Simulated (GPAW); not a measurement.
## WS2 (Tungstenite): optical spectrum from first principles

Aim: the dielectric function of WS2 (Tungstenite), and the optical constants that follow from it. The cell comes from an older database entry, whose edges can differ from later determinations, mostly by under a per cent.

Main program and level: GPAW 26.7.0; DFT, PBE, plane-wave PAW (GPAW data sets), scalar-relativistic, RPA, optical limit.

The database entry behind the starting cell differs from later determinations by our own check (an axis about 1.4 % long against later determinations), so it need not match the best structure at ambient conditions.

**1. The starting structure**

Symmetry: P6_3/mmc, No. 194, hexagonal system. The conventional cell has a = 3.180 Å, b = 3.180 Å, c = 12.500 Å, α = 90.00°, β = 90.00°, γ = 120.00°. W has 6 S at 2.41 Å nearest. S has 3 W at 2.41 Å nearest. Farther neighbours and most contacts between anions are not listed.

**2. Ground state**

The self-consistent density comes first; it also tells whether there is a gap, which decides the occupations and the need for a Drude term.

This step: DFT, PBE, plane-wave PAW (GPAW data sets), scalar-relativistic, ground state (GPAW 26.7.0).

The input, gs.py:

```python
from ase import Atoms
from ase.dft.bandgap import bandgap
from gpaw import GPAW, PW, FermiDirac

atoms = Atoms(['W', 'W', 'S', 'S', 'S', 'S'],
              cell=[[3.179999999980, 0.000000000000, 0.000000000000],
                    [-1.589999999990, 2.753960784017, 0.000000000000],
                    [0.000000000000, 0.000000000000, 12.500000000000]],
              scaled_positions=[[0.666666666667, 0.333333333333, 0.750000000000],
                                [0.333333333333, 0.666666666667, 0.250000000000],
                                [0.666666666667, 0.333333333333, 0.375000000000],
                                [0.333333333333, 0.666666666667, 0.875000000000],
                                [0.666666666667, 0.333333333333, 0.125000000000],
                                [0.333333333333, 0.666666666667, 0.625000000000]],
              pbc=[True, True, True])
atoms.calc = GPAW(mode=PW(450), xc='PBE', kpts={'size': (9, 9, 2), 'gamma': True},
                  occupations=FermiDirac(0.05), maxiter=150, txt='gs.txt')
print('energy (eV)', atoms.get_potential_energy())
print('Fermi level (eV)', atoms.calc.get_fermi_level())
print('valence electrons', atoms.calc.get_number_of_electrons())
print('gap (eV)', bandgap(atoms.calc, output=None)[0])
print('direct gap (eV)', bandgap(atoms.calc, direct=True, output=None)[0])
atoms.calc.write('gs.gpw')
```

Run with:

```sh
$ OMP_NUM_THREADS=1 python gs.py
```

Numbers of over 12 decimals in the logs are rounded to 6 here.

Output:

```text
__  _  _
 | _ |_)|_||  |
 |__||  | ||/\| - 26.7.0

Versions:
  Python: 3.12.14
  ASE:    3.29.0
  Numpy:  2.5.5
  Scipy:  1.18.1
  Libxc:  7.0.0

Input parameters:
  mode=PW(ecut=450.000000),
  kpts=MonkhorstPack(size=(9, 9, 2), gamma=True),
  maxiter=150,
  occupations=Occupations(name='fermi-dirac', width=0.05, fixmagmom=False),
  xc=XC(name='PBE')

Diagonalizing LCAO Hamiltonian
Converting LCAO to pw mode

        S

           W
        S

           S
        W

           S

Atoms  # Å, Bohr magnetons
|   | symbol |         x |        y |         z |    initial magnetic moments |
| 0 |      W |  1.590000 | 0.917987 |  9.375000 | ( 0.0000,  0.0000,  0.0000) |
| 1 |      W | -0.000000 | 1.835974 |  3.125000 | ( 0.0000,  0.0000,  0.0000) |
| 2 |      S |  1.590000 | 0.917987 |  4.687500 | ( 0.0000,  0.0000,  0.0000) |
| 3 |      S | -0.000000 | 1.835974 | 10.937500 | ( 0.0000,  0.0000,  0.0000) |
| 4 |      S |  1.590000 | 0.917987 |  1.562500 | ( 0.0000,  0.0000,  0.0000) |
| 5 |      S | -0.000000 | 1.835974 |  7.812500 | ( 0.0000,  0.0000,  0.0000) |

Unit cell  # Å
| periodic |         x |        y |         z |   lengths |     angles |
|      yes |  3.180000 | 0.000000 |  0.000000 |  3.180000 |  90.000000 |
|      yes | -1.590000 | 2.753961 |  0.000000 |  3.180000 |  90.000000 |
|      yes |  0.000000 | 0.000000 | 12.500000 | 12.500000 | 120.000000 |

Number of symmetries: 12
Symmetry operations  # r_c * U_cc + t_c -> r_c
|    | kind |            matrix            |
|  0 |  σ   |  1, 1, 0,  0,-1, 0,  0, 0, 1 |
|  1 |  S6  |  1, 1, 0, -1, 0, 0,  0, 0,-1 |
|  2 |  E   |  1, 0, 0,  0, 1, 0,  0, 0, 1 |
|  3 |  C2  |  1, 0, 0, -1,-1, 0,  0, 0,-1 |
|  4 |  C2  |  0, 1, 0,  1, 0, 0,  0, 0,-1 |
|  5 |  C3  |  0, 1, 0, -1,-1, 0,  0, 0, 1 |
|  6 |  S6  |  0,-1, 0,  1, 1, 0,  0, 0,-1 |
|  7 |  σ   |  0,-1, 0, -1, 0, 0,  0, 0, 1 |
|  8 |  σ   | -1, 0, 0,  1, 1, 0,  0, 0, 1 |
|  9 |  i   | -1, 0, 0,  0,-1, 0,  0, 0,-1 |
| 10 |  C3  | -1,-1, 0,  1, 0, 0,  0, 0, 1 |
| 11 |  C2  | -1,-1, 0,  0, 1, 0,  0, 0,-1 |

BZ-sampling:
  Number of BZ points: 162
  Number of IBZ points: 24

  Monkhorst-Pack size: [9, 9, 2]
  Monkhorst-Pack shift: [0.0, 0.0, 0.25]

K-points  # in reciprocal-cell coordinates
|     |                                coordinates |     weight |
|   0 | (  0.00000000,   0.00000000,   0.00000000) | 0.00617284 |
|   1 | (  0.00000000,   0.00000000,   0.50000000) | 0.00617284 |
|   2 | (  0.11111111,   0.00000000,   0.00000000) | 0.03703704 |
|   3 | (  0.11111111,   0.00000000,   0.50000000) | 0.03703704 |
|   4 | (  0.22222222,  -0.11111111,   0.00000000) | 0.03703704 |
|   5 | (  0.22222222,  -0.11111111,   0.50000000) | 0.03703704 |
|   6 | (  0.22222222,   0.00000000,   0.00000000) | 0.03703704 |
|   7 | (  0.22222222,   0.00000000,   0.50000000) | 0.03703704 |
|   8 | (  0.33333333,  -0.11111111,   0.00000000) | 0.07407407 |
|   9 | (  0.33333333,  -0.11111111,   0.50000000) | 0.07407407 |
| ... |                                            |            |
|  23 | (  0.44444444,   0.44444444,   0.50000000) | 0.03703704 |

Plane wave coefficients: 2432
Cutoff: 450.000000 eV

Spin-components: 1 (collinear spins)
Bands:           36
Projectors:      32
Spin-degeneracy: 2
Datatype:        complex128

Parallelization:
  kpt:    1
  domain: 1
  band:   1

Density:
  Valence electrons: 52.0
  Components: 1
  Grid points: [16 16 63]
  Charge: 0.0  # |e|

Potential:
  Grid points: [16 16 63]

species:
  W:
    name:    Tungsten
    id:
    Z:       74.0
    valence: 14
    core:    60
    charge:  0.0  # [|e|]
    compensation charges:
      type: gauss
      rc: 0.40  # [Å]
      lmax: 2
    cutoffs:
      filter: 2.36  # [Å]
      core: 3.02  # [Å]
    projectors
    | kind |    occ | energy [eV] | rcut [Å] |
    |   5s |  2.000 |     -78.830 |    1.344 |
    |   6s |  2.000 |      -5.697 |    1.344 |
    |   5p |  6.000 |     -43.233 |    1.355 |
    |   6p |  0.000 |      -1.367 |    1.355 |
    |   5d |  4.000 |      -4.494 |    1.228 |
    |    d |        |      22.717 |    1.228 |

    Using partial waves for W as LCAO basis

  S:
    name:    Sulfur
    id:
    Z:       16.0
    valence: 6
    core:    10
    charge:  0.0  # [|e|]
    compensation charges:
      type: gauss
      rc: 0.24  # [Å]
      lmax: 2
    cutoffs:
      filter: 1.77  # [Å]
      core: 1.66  # [Å]
    projectors
    | kind |    occ | energy [eV] | rcut [Å] |
    |   3s |  2.000 |     -17.254 |    0.974 |
    |   3p |  4.000 |      -7.008 |    0.979 |
    |    s |        |       9.957 |    0.974 |
    |    p |        |      20.203 |    0.979 |
    |    d |        |       0.000 |    0.900 |

    Using partial waves for S as LCAO basis

Reference energy: -920973.822900  # eV

eigensolver:
  PPCG
  Converge bands: occupied
  niter=2

density mixing:
  MSR1-Mixer
  Pratt-step length: 0.05
  Maximum mixing coefficient: 0.75
  Old densities: 10
  SVD Regularization: 0.005
  Good broyden scale: 1.0
  Trust region scale: 1.0
  Backstep threshold: 4.0
  History deletion threshold: 6.0
  Fourier metric: weight=20.0, sigma=0.015

occupation numbers:
  Fermi-Dirac:
    width: 0.0500  # eV

poisson solver:
  ecut: 3600.000000  # eV

xc functional:
  name: PBE with 2 nearest neighbor stencil

convergence criteria:
- Maximum [total energy] change in last 3 cyles: 0.0005 eV / valence electron
- Maximum integral of absolute [dens]ity change: 0.0001 electrons / valence electron
- Maximum integral of absolute [eigenst]ate change: 4e-08 eV^2 / valence electron
maximum number of iterations: 150

SCF iterations
|iter     |      energy | eigst |  dens |
|iter:   1||  -45.009041 | +0.19 |       |
|iter:   2||  -44.995948 | -1.55 | -1.17 |
|iter:   3||  -44.777265 | -1.25 | -1.22 |
|iter:   4||  -44.457890 | -1.81 | -1.41 |
|iter:   5||  -44.418268 | -2.47 | -1.77 |
|iter:   6||  -44.433660 | -3.12 | -2.14 |
|iter:   7||  -44.421288c| -3.35 | -2.37 |
|iter:   8||  -44.421267c| -4.79 | -2.97 |
|iter:   9||  -44.421264c| -6.20 | -3.55 |
|iter:  10||  -44.421263c| -7.25 | -4.27c|
|iter:  11||  -44.421263c| -7.76c| -4.76c|

Converged in 11 steps
SCF loop duration: 57.062 s (5.187 s/step)
Energy contributions relative to reference atoms: (reference = -920973.822900)

Energy contributions:
  Kinetic:          33.696094
  Coulomb:         -37.495357
  Zero:              0.183042
  External:          0.000000
  Xc:              -40.805042
  Entropy:          -0.000001
  Spinorbit:         0.000000
  ----------------------------
  Free energy:     -44.421264
  Extrapolated:    -44.421263

dipole moment: (0.000004, 0.000006, 0.000029)  # |e|*Ang

Fermi level: 8.946
Eigenvalues  # (at kpt = [0.000, 0.000, 0.000])
| band index |      eig [eV] | occ [0-2] |
|          0 |       -65.998 |     2.000 |
|        ... |               |           |
|         18 |         4.927 |     2.000 |
|         19 |         6.149 |     2.000 |
|         20 |         6.149 |     2.000 |
|         21 |         6.191 |     2.000 |
|         22 |         6.191 |     2.000 |
|         23 |         6.876 |     2.000 |
|         24 |         7.354 |     2.000 |
|         25 |         8.446 |     2.000 |
|         26 |        10.688 |     0.000 |
|         27 |        10.688 |     0.000 |
|         28 |        10.695 |     0.000 |
|         29 |        10.695 |     0.000 |
|         30 |        10.789 |     0.000 |
|         31 |        10.789 |     0.000 |
|         32 |        10.940 |     0.000 |
|         33 |        10.940 |     0.000 |
|        ... |               |           |
|         35 |        13.283 |     0.000 |

Gap: 1.141 eV
Transition (v -> c):
  (s=0, k=0, n=25, [0.00, 0.00, 0.00]) -> (s=0, k=8, n=26, [0.33, -0.11, 0.00])
Direct/indirect transitions are different
Direct gap: 1.737 eV
Transition at: (s=0, k=12, n=25, [0.33, 0.33, 0.00])

--- standard output ---
energy (eV) -44.421263
Fermi level (eV) 8.945645
valence electrons 52.0
gap (eV) 1.141440
direct gap (eV) 1.736556
```

The job ended after 62 s (1 thread of Arm Neoverse N1, shared host; peak memory 0.2 GiB).

This step gave:

| Property | Result |
| --- | --- |
| energy | -44.42 eV |
| Fermi energy | 8.946 eV |
| gap on the k-mesh | 1.141 eV |
| direct gap on the mesh | 1.737 eV |
| electrons | 52 |

There is a gap, 1.14 eV on this mesh (points off the mesh can give less), so no carriers' term is needed.

**3. Bands for the response**

At the fixed density, many empty bands are solved on the mesh of the response, since the spectrum sums over them.

This step: DFT, PBE, plane-wave PAW (GPAW data sets), scalar-relativistic, bands at fixed density (GPAW 26.7.0).

The input, nscf.py:

```python
from ase.dft.bandgap import bandgap
from gpaw import GPAW, FermiDirac

calc = GPAW('gs.gpw').fixed_density(kpts={'size': (12, 12, 6), 'gamma': True}, nbands=69, convergence={'bands': 63},
                                    occupations=FermiDirac(0.001), txt='nscf.txt')
print('gap (eV)', bandgap(calc, output=None)[0])
print('direct gap (eV)', bandgap(calc, direct=True, output=None)[0])
print('top band over the Fermi level (eV)', min(calc.get_eigenvalues(kpt=k)[62] for k in range(len(calc.get_ibz_k_points()))) - calc.get_fermi_level())
calc.write('full.gpw', mode='all')
```

Run with:

```sh
$ OMP_NUM_THREADS=1 python nscf.py
```

Output:

```text
Diagonalizing LCAO Hamiltonian
Converting LCAO to pw mode
convergence criteria:
- Maximum integral of absolute [eigenst]ate change: 4e-08 eV^2 / valence electron
maximum number of iterations: 150

SCF iterations
|iter     |      energy | eigst |  dens |
|iter:   1||             | +2.93 |       |
|iter:   2||             | +1.77 |       |
|iter:   3||             | +0.75 |       |
|iter:   4||             | -0.21 |       |
|iter:   5||             | -0.97 |       |
|iter:   6||             | -1.57 |       |
|iter:   7||             | -2.12 |       |
|iter:   8||             | -2.65 |       |
|iter:   9||             | -3.17 |       |
|iter:  10||             | -3.71 |       |
|iter:  11||             | -4.26 |       |
|iter:  12||             | -4.82 |       |
|iter:  13||             | -5.38 |       |
|iter:  14||             | -5.92 |       |
|iter:  15||             | -6.28 |       |
|iter:  16||             | -6.56 |       |
|iter:  17||             | -6.83 |       |
|iter:  18||             | -7.06 |       |
|iter:  19||             | -7.26 |       |
|iter:  20||             | -7.50c|       |
SCF steps: 20
  __  _  _
 | _ |_)|_||  |
 |__||  | ||/\| - 26.7.0

Versions:
  Python: 3.12.14
  ASE:    3.29.0
  Numpy:  2.5.5
  Scipy:  1.18.1
  Libxc:  7.0.0

Input parameters:
  mode=PW(ecut=450.000000),
  convergence={'bands': 63},
  gpts=array([16, 16, 63]),
  kpts=MonkhorstPack(size=(12, 12, 6), gamma=True),
  maxiter=150,
  nbands=69,
  occupations=Occupations(name='fermi-dirac', width=0.001, fixmagmom=False),
  parallel={},
  xc=XC(name='PBE')

--- standard output ---
gap (eV) 1.045007
direct gap (eV) 1.736556
top band over the Fermi level (eV) 17.646766
```

It took 13 min on 1 thread; peak memory 0.5 GiB.

Read-outs, printed or worked out from the files:

| Property | Result |
| --- | --- |
| gap on the k-mesh | 1.045 eV |

**4. Dielectric function, RPA**

Local fields let the induced charge screen the field inside the cell, which as a rule lowers ε, most along directions where the density is uneven.

This step: DFT, PBE, plane-wave PAW (GPAW data sets), scalar-relativistic, RPA, optical limit (GPAW 26.7.0).

The input, df.py:

```python
from gpaw.response.df import DielectricFunction

df = DielectricFunction('full.gpw', frequencies={'type': 'nonlinear', 'domega0': 0.03, 'omega2': 8},
                        ecut=30,
                        eta=0.1,
                        nbands=63,
                        txt='df.txt')
for direction in ['x', 'z']:
    df.get_dielectric_function(xc='RPA', direction=direction, filename=f'df_{direction}.csv')
```

Run with:

```sh
$ OMP_NUM_THREADS=1 python df.py
```

Output:

```text
Using integrator: PointIntegrator
NonLinearFrequencyDescriptor(from 0.000 to 97.120 eV, 538 points)
Nonperiodic BCs:  [False False False]
Using integrator: PointIntegrator
NonLinearFrequencyDescriptor(from 0.000 to 97.120 eV, 538 points)
Nonperiodic BCs:  [False False False]

Calculating chi0 body with:
    Ground state adapter containing:
    Number of spins: 1
    Number of kpoints: 864
    Number of irreducible kpoints: 100
    Number of completely occupied states: 26
    Number of partially occupied states: 26

    Linear response parametrization:
    q_c: [0.0, 0.0, 0.0]
    Number of frequency points: 538
    Planewave cutoff: 30.0
    Number of bands: 63
    Number of planewaves: 53
    Broadening (eta): 0.1

Integrating chi0 body.

Symmetries of q_c:
    Direct symmetries (Uq -> q): 12
    Indirect symmetries (TUq -> q): 0
In total 12 allowed symmetries.

100 groups of equivalent kpoints. 88.425926% reduction.

Integral kind: spectral function

Calculating chi0 optical extensions with:
    Ground state adapter containing:
    Number of spins: 1
    Number of kpoints: 864
    Number of irreducible kpoints: 100
    Number of completely occupied states: 26
    Number of partially occupied states: 26

    Linear response parametrization:
    Number of frequency points: 538
    Planewave cutoff: 30.0
    Number of bands: 63
    Number of planewaves: 53
    Broadening (eta): 0.1
Integrating chi0 head and wings.

Symmetries of q_c:
    Direct symmetries (Uq -> q): 12
    Indirect symmetries (TUq -> q): 0
In total 12 allowed symmetries.

100 groups of equivalent kpoints. 88.425926% reduction.

Integral kind: spectral function wings
```

Run time: 1.7 min. Hardware: 1 thread; peak memory 0.32 GiB.

Read-outs, printed or worked out from the files:

| Item | Value |
| --- | --- |
| electronic dielectric constant ε∞, mean over x, y and z (by symmetry where fewer were run) | 10.01 |
| main peak of Im epsilon, first axis | 2.993 eV |

[end of part 1 of 2]

[Machine, clock and banner lines and Python warnings are left out of the logs.]

[Logs are printed without paths, hosts, clocks, repeated set-up lines and the standing remarks that a program may print on its own settings, such as how far it seeks lower states.]

[Hosts, paths, dates, database ids (printed as entryN), source tags and the programs' standing remarks are cut or masked in the printed files.]
